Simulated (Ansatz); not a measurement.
## La3TlC (Pm-3m): following an unstable mode

Which phase does La3TlC (Pm-3m) fall into along its unstable mode, and how much energy does it gain?

Method: DFT PBEsol, scalar-relativistic, plane waves, PAW; PAW set soft_1, in Ansatz 0.2.0.

This is a report of a sequence of runs, with most program output left out.

## 1. The structure

Symmetry: Pm-3m, No. 221, cubic system. The conventional cell has a = 5.163 Å, b = 5.163 Å, c = 5.163 Å, α = 90.00°, β = 90.00°, γ = 90.00°. Nearest to La lie 2 C at 2.58 Å and 8 La at 3.65 Å and 4 Tl at 3.65 Å. Tl has 12 La at 3.65 Å nearest. C has 6 La at 2.58 Å nearest. Farther neighbours are not listed.

## 2. Response at finite wavevector

The cell comes from relaxations at this level that are not shown. Stability and thermal properties need the whole zone. Linear response on a 2×2×2 q mesh gives force constants as far as a supercell of that size would.

input.yaml

```yaml
crystal:
  lattice:
    - [5.1631067513, 0.0, 0.0]
    - [0.0, 5.1631067513, 0.0]
    - [0.0, 0.0, 5.1631067513]
  atoms:
    - { symbol: La, position: [0.5, 0.0, 0.5] }
    - { symbol: La, position: [0.0, 0.5, 0.5] }
    - { symbol: La, position: [0.5, 0.5, 0.0] }
    - { symbol: Tl, position: [0.0, 0.0, 0.0] }
    - { symbol: C, position: [0.5, 0.5, 0.5] }
kpoints:
  mp_grid: { grid: [8, 8, 8] }
hamiltonian:
  xc: pbesol
  pseudopotentials: { kind: paw, azcp: { folder: soft_1 }, xc_functional: pbe }
scf:
  occupations: { method: methfessel_paxton, width: 0.2 }
output:
  eigenvalues: true
phonons:
  method: dfpt
  qmesh: [2, 2, 2]
  temperatures: { t_max: 1000, t_step: 50 }
  qpath:
    path:
      - [[0.0, 0.0, 0.0], [0.0, 0.5, 0.0], [0.5, 0.5, 0.0], [0.0, 0.0, 0.0], [0.5, 0.5, 0.5], [0.0, 0.5, 0.0]]
      - [[0.5, 0.5, 0.5], [0.5, 0.5, 0.0]]
    npoints: 10
```

Started as:

```console
$ ansatz run input.yaml --threads 4 --pin off --max-ram 10240MiB --backend cpu --events-out ev --progress --plain --runs-dir out
```

The job ended after 7.8 min (4 threads of Arm Neoverse V1, shared host; peak memory 2 GiB; 30 min of CPU time).

Numbers from this step:

```
volume per atom                                         : 27.53 Å³
gap on the k-mesh                                       : 0 eV
sum-rule residual before enforcement                    : 2.86e-5 eV/Å²
lowest frequency on the path                            : -151.1 cm⁻¹
point group                                             : m-3m
highest frequency on the path or at a solved wavevector : 383.6 cm⁻¹
highest optical mode at the zone centre (no LO-TO term) : 130.8 cm⁻¹
lowest optical zone-centre mode                         : -151.1 cm⁻¹
lowest mode on the q mesh (acoustic modes at Γ apart)   : -151.1 cm⁻¹
```

Frequencies (cm⁻¹) solved at each irreducible wavevector; negative means imaginary. Frequencies by wavevector, by row:

| q in reciprocal lattice units | star | mode 1 | mode 2 | mode 3 | mode 4 | mode 13 | mode 14 | mode 15 |
| --- | --- | --- | --- | --- | --- | --- | --- | --- |
| 0 0 0 | 1 | -151.1 | -151.1 | -151.1 | -40.9 | 130.8 | 130.8 | 130.8 |
| 0 0 -0.5 | 3 | -97.1 | -97.1 | 45.1 | 45.1 | 130.1 | 130.8 | 377.6 |
| 0 -0.5 -0.5 | 3 | 14.2 | 55.2 | 55.2 | 56.1 | 243 | 371.1 | 371.1 |
| -0.5 -0.5 -0.5 | 1 | -25.1 | -25.1 | -25.1 | 47.9 | 383.6 | 383.6 | 383.6 |

Interpolated from a 2×2×2 q mesh. The phonon branches at the labelled points (cm⁻¹):

| point | branch 1 | branch 2 | branch 3 | branch 4 | branch 12 | branch 13 | branch 14 | branch 15 |
| --- | --- | --- | --- | --- | --- | --- | --- | --- |
| Γ | -151 | -151 | -151 | -41 | 58 | 131 | 131 | 131 |
| halfway | -119 | -119 | 22 | 22 | 127 | 127 | 131 | 245 |
| X | -97 | -97 | 45 | 45 | 130 | 130 | 131 | 378 |
| halfway | 34 | 39 | 47 | 50 | 144 | 179 | 261 | 374 |
| M | 14 | 55 | 55 | 56 | 154 | 243 | 371 | 371 |
| halfway | 15 | 19 | 36 | 41 | 136 | 139 | 253 | 253 |
| Γ | -151 | -151 | -151 | -41 | 58 | 131 | 131 | 131 |
| halfway | 9 | 33 | 33 | 52 | 150 | 273 | 273 | 273 |
| R | -25 | -25 | -25 | 48 | 185 | 384 | 384 | 384 |
| halfway | 25 | 28 | 37 | 53 | 159 | 292 | 292 | 376 |
| X | -97 | -97 | 45 | 45 | 130 | 130 | 131 | 378 |
| jump to R | -25 | -25 | -25 | 48 | 185 | 384 | 384 | 384 |
| halfway | -15 | 29 | 29 | 52 | 171 | 320 | 377 | 377 |
| M | 14 | 55 | 55 | 56 | 154 | 243 | 371 | 371 |

Symmetry leaves 4 wavevectors to solve. The lowest mode among them, the acoustic zeros apart, lies at Γ and is imaginary, 151.1i cm⁻¹, so the energy falls along it.

## 3. The mode frozen in, largest atomic shift 0 Å

The mode followed lies at Γ with frequency 151.1i cm⁻¹ and is 3-fold degenerate, the softest among the wavevectors solved. At small amplitude the distorted cell has space group no. 99 by a symmetry search on the positions. The undistorted cell that holds it gives the zero of energy on the same k mesh.

input.yaml, the sections that differ from step 2:

```yaml
output:
  forces: true
  stress: true
  eigenvalues: true
# crystal, kpoints, hamiltonian, scf: as in step 2
# phonons: removed
```

It took 3.7 s on 4 threads; peak memory 0.53 GiB.

This step gave:

```
pressure                         : -1.93e-4 GPa
energy from the undistorted cell : 0 meV/atom
```

The run ends at a pressure of 0.00 GPa.

## 4. The mode frozen in, largest atomic shift 0.14 Å

The atoms are moved along the unstable eigenvector, the largest shift by 0.14 Å, with the cell fixed.

input.yaml, the sections that differ from step 3:

```yaml
crystal:
  lattice:
    - [5.1631067513, 0.0, 0.0]
    - [0.0, 5.1631067513, 0.0]
    - [0.0, 0.0, 5.1631067513]
  atoms:
    - { symbol: La, position: [0.5, 0.0009008756, 0.5] }
    - { symbol: La, position: [0.0, 0.5005492147, 0.5] }
    - { symbol: La, position: [0.5, 0.5005492147, 0.0] }
    - { symbol: Tl, position: [0.0, 0.0002347067, 0.0] }
    - { symbol: C, position: [0.5, 0.4728845428, 0.5] }
# kpoints, hamiltonian, scf, output: as in step 3
```

It took 10 s on 4 threads; peak memory 0.56 GiB.

This step gave:

```
pressure                         : 0.03620 GPa
energy from the undistorted cell : -0.826 meV/atom
```

The energy, extrapolated to zero smearing, is -0.83 meV/atom against the undistorted cell.

The run ends at a pressure of 0.04 GPa, with forces up to 0.053 eV/Å.

## 5. Energy along the mode, all amplitudes (two of the runs are shown above)

An imaginary frequency means negative curvature, so the energy should fall and then rise again as anharmonic terms take over.

This step gave:

```yaml
depth_at_the_lowest_point_sampled: 0.826 meV/atom
largest_atomic_shift_at_that_point: 0.14 Å
```

The energy from the parent by largest atomic shift:

| largest atomic shift (Å) | energy from the parent (meV/atom) |
| --- | --- |
| 0.000 | 0 |
| 0.040 | -0.16 |
| 0.080 | -0.529 |
| 0.140 | -0.826 |
| 0.220 | 1.68 |
| 0.320 | 16.8 |

Displacement at unit largest shift by atom:

| atom | x (Å) | y (Å) | z (Å) | size |
| --- | --- | --- | --- | --- |
| La1 | 0.00 | 0.03 | 0.00 | 0.03 |
| La2 | 0.00 | 0.02 | 0.00 | 0.02 |
| La3 | 0.00 | 0.02 | 0.00 | 0.02 |
| Tl4 | 0.00 | 0.01 | 0.00 | 0.01 |
| C5 | 0.00 | -1.00 | 0.00 | 1.00 |

The lowest of the steps tried is at 0.14 Å, 0.826 meV/atom below the parent; the bottom of the well need not coincide with a step.

## 6. Relaxation from the frozen mode

Starting from the lowest point found, all atoms and the cell are let go, so that strain and other modes of the same symmetry can join in.

input.yaml, as its differences from that of step 4:

```diff
@@ -22 +22,6 @@
   eigenvalues: true
+relax:
+  adjacent_minimum: "off"
+  f_tol: 0.002
+  max_steps: 120
+  cell: { stress_tol: 0.03 }
```

Wall time 84 s (4 threads); peak memory 0.62 GiB.

The steps of the relaxation:

| step | energy less that of the first step (eV) | largest force component (eV/Å) | pressure (GPa) | volume (Å³) |
| --- | --- | --- | --- | --- |
| 1 | 0.0000 | 0.0527 | 0.04 | 137.64 |
| 2 | -0.0056 | 0.2050 | -0.11 | 137.73 |
| 3 | -0.0058 | 0.1473 | -0.04 | 137.87 |
| 4 | -0.0080 | 0.1094 | -0.04 | 137.73 |
| 5 | -0.0110 | 0.0032 | -0.14 | 137.96 |
| 6 | -0.0112 | 0.0016 | -0.04 | 137.72 |
| 7 | -0.0112 | 0.0014 | 0.00 | 137.64 |
| 8* | -0.0113 | 0.0014 | 0.00 | 137.64 |

Relaxation steps marked * repeat the geometry before them on a plane-wave basis chosen anew for their cell, so energy and pressure can jump there.

Forces are held to the 8 operations that the run works with; a distortion that breaks them can't arise in this run.

| conventional cell, symmetrised | before | after | change |
| --- | --- | --- | --- |
| a (Å) | 5.163 | 5.112 | -1.0 % |
| b (Å) | 5.163 | 5.112 | -1.0 % |
| c (Å) | 5.163 | 5.268 | +2.0 % |
| volume (Å³/atom) | 27.53 | 27.53 | -0.0 % |

The atoms that moved most (Å, as changes of fractional coordinates times the final cell):

| atom | dx | dy | dz | length |
| --- | --- | --- | --- | --- |
| C5 | 0.000 | -0.065 | 0.000 | 0.065 |
| La2 | 0.000 | 0.018 | 0.000 | 0.018 |
| La3 | 0.000 | 0.018 | 0.000 | 0.018 |
| La1 | 0.000 | 0.016 | 0.000 | 0.016 |
| Tl4 | 0.000 | 0.012 | 0.000 | 0.012 |

Final coordinates:

```cif
data_structure
_symmetry_space_group_name_H-M 'P 1'
_symmetry_Int_Tables_number 1
_cell_length_a 5.1115
_cell_length_b 5.2678
_cell_length_c 5.1115
_cell_angle_alpha 90.000
_cell_angle_beta 90.000
_cell_angle_gamma 90.000
_cell_volume 137.64
loop_
_atom_site_label
_atom_site_type_symbol
_atom_site_fract_x
_atom_site_fract_y
_atom_site_fract_z
_atom_site_occupancy
La1 La 0.50000 0.00391 0.50000 1
La2 La 0.00000 0.50403 0.50000 1
La3 La 0.50000 0.50403 0.00000 1
Tl4 Tl 0.00000 0.00256 0.00000 1
C5 C 0.50000 0.46059 0.50000 1
```

This step gave:

| Quantity | Value |
| --- | --- |
| pressure | -4.76e-4 GPa |

The distorted start has space group P4mm; the relaxation ends in P4mm.

## 7. The new phase in its own primitive cell

The relaxed structure is symmetrised, reduced to its primitive cell and relaxed tightly, as its phonons need.

input.yaml, the sections that differ from step 6:

```yaml
crystal:
  lattice:
    - [5.1115046796, 0.0, 0.0]
    - [0.0, 5.1115046796, 0.0]
    - [0.0, 0.0, 5.2678262336]
  atoms:
    - { symbol: La, position: [0.5, 0.5, 0.9960926654] }
    - { symbol: La, position: [0.0, 0.5, 0.4959690866] }
    - { symbol: La, position: [0.5, 0.0, 0.4959690866] }
    - { symbol: Tl, position: [0.0, 0.0, 0.9974438951] }
    - { symbol: C, position: [0.5, 0.5, 0.5394067118] }
relax:
  adjacent_minimum: "off"
  f_tol: 0.001
  max_steps: 60
  cell: { stress_tol: 0.01 }
# kpoints, hamiltonian, scf, output: as in step 6
```

The job ended after 52 s (4 threads; peak memory 0.61 GiB; 3.4 min of CPU time).

Little changed from the start: no atom moved by 0.005 Å and no cell edge by 0.1 %.

This step gave:

| Property | Result |
| --- | --- |
| pressure | -3.25e-4 GPa |

The largest force component left is 0.73 meV/Å and the pressure is 0.000 GPa, within the tolerances set. The cell now holds 27.53 Å³/atom.

## 8. Modes of the new phase

A relaxed structure may still be a saddle point, so its zone-centre modes are computed. No field response is asked, since the mesh shows no gap.

input.yaml, the sections that differ from step 7:

```yaml
crystal:
  lattice:
    - [5.1110750209, 0.0, 0.0]
    - [0.0, 5.1110750209, 0.0]
    - [0.0, 0.0, 5.2686484359]
  atoms:
    - { symbol: La, position: [0.5, 0.5, 0.9960994092] }
    - { symbol: La, position: [0.0, 0.5, 0.4959852884] }
    - { symbol: La, position: [0.5, 0.0, 0.4959852884] }
    - { symbol: Tl, position: [0.0, 0.0, 0.9973328805] }
    - { symbol: C, position: [0.5, 0.5, 0.539478579] }
output:
  eigenvalues: true
phonons:
  method: dfpt
# kpoints, hamiltonian, scf: as in step 7
# relax: removed
```

Run time: 3.6 min. Hardware: 4 threads; peak memory 2.5 GiB.

This step gave:

- sum-rule residual before enforcement: 3.10e-5 eV/Å²
- point group: 4mm
- highest optical mode at the zone centre (no LO-TO term): 340.6 cm⁻¹
- lowest optical zone-centre mode: -24 cm⁻¹

Patterns of degenerate modes are one choice out of their space. Modes at Γ, with each element's share of the kinetic energy (negative means imaginary):

| mode | frequency (cm⁻¹) | symmetry | La % | Tl % | C % |
| --- | --- | --- | --- | --- | --- |
| 1 | -24.0 | E | 99 | 0 | 1 |
| 2 | -24.0 | E | 99 | 0 | 1 |
| 3 | 0.0 | acoustic | 66 | 32 | 2 |
| 4 | 0.0 | acoustic | 66 | 32 | 2 |
| 5 | 0.0 | acoustic | 66 | 32 | 2 |
| 6 | 36.3 | B1 | 100 | 0 | 0 |
| 7 | 58.4 | A1 | 32 | 68 | 1 |
| 8 | 59.2 | E | 32 | 67 | 1 |
| 9 | 59.2 | E | 32 | 67 | 1 |
| 10 | 127.2 | E | 90 | 0 | 10 |
| 11 | 127.2 | E | 90 | 0 | 10 |
| 12 | 133.6 | A1 | 99 | 0 | 1 |
| 13 | 171.4 | E | 14 | 0 | 86 |
| 14 | 171.4 | E | 14 | 0 | 86 |
| 15 | 340.6 | A1 | 4 | 0 | 96 |

Displacements in mode 2 (-24.0 cm⁻¹), the largest set to 1:
```
La1 -0.12 -0.94  0.00
La2  0.01  1.00  0.00
La3  0.13  0.07  0.00
Tl4 -0.01 -0.07  0.00
C5  -0.05 -0.38  0.00
```

Displacements in mode 14 (171.4 cm⁻¹), the largest set to 1:
```
La1  0.00 -0.01  0.00
La2  0.00  0.03  0.00
La3  0.00 -0.11  0.00
Tl4  0.00  0.00  0.00
C5   0.00  1.00  0.00
```

Before it was imposed, the acoustic sum rule was missed by 3.1e-5 eV/Å². Small misses are needed for a sound result but don't prove that mesh and cutoff are converged. The lowest optical mode is imaginary, 24.0i cm⁻¹, so the energy falls along it.

## 9. What came out

| Item | Value |
| --- | --- |
| unstable mode of the parent | q = (0, 0, 0), 151i cm⁻¹ |
| depth at the lowest point sampled | 0.826 meV/atom |
| largest atomic shift at that point | 0.14 Å |
| space group reached (within 0.01 Å) | P4mm |
| energy gained over the parent (first relaxation, on the mesh of the frozen mode) | 3.42 meV/atom |
| volume per atom, phase reached | 27.5 Å³ |
| lowest optical zone-centre mode, phase reached | -24.0 cm⁻¹ |
| highest optical mode at the zone centre (no LO-TO term), phase reached | 341 cm⁻¹ |

In words: Along this mode the structure falls into P4mm, 3.42 meV/atom below the parent. At the parent's cell the well is 0.826 meV/atom deep on the steps tried, with its lowest point at a shift of 0.14 Å. Relaxing atoms and cell changes the gain by +2.60 meV/atom against the lowest step (energies at zero smearing). Most of the total comes from this relaxation. The new phase still has an imaginary mode at the zone centre of its cell, so it is a saddle point on the way to a lower structure. How so shallow a well moves with the k mesh was not tested. Of the 5 patterns followed to their end from this parent, this one ends 2.53 meV/atom above the lowest, Amm2. Each path keeps the symmetry of its pattern, so a lower phase may lie along a pattern not tried. With no gap, or one that is small against the smearing, the frequencies hang on the k mesh and the smearing, most of all near Kohn anomalies. Spin-orbit coupling is left out, which can matter for the heavy elements here. The PAW files were made for PBE and serve the other functionals too. A phonon run warned that its eigensolver left some bands unconverged in a pass.

[Logs are printed without paths, hosts, clocks, repeated set-up lines and the standing remarks that a program may print on its own settings, such as how far it seeks lower states.]

[Hosts, paths, dates, database ids (printed as entryN), source tags and the programs' standing remarks are cut or masked in the printed files.]
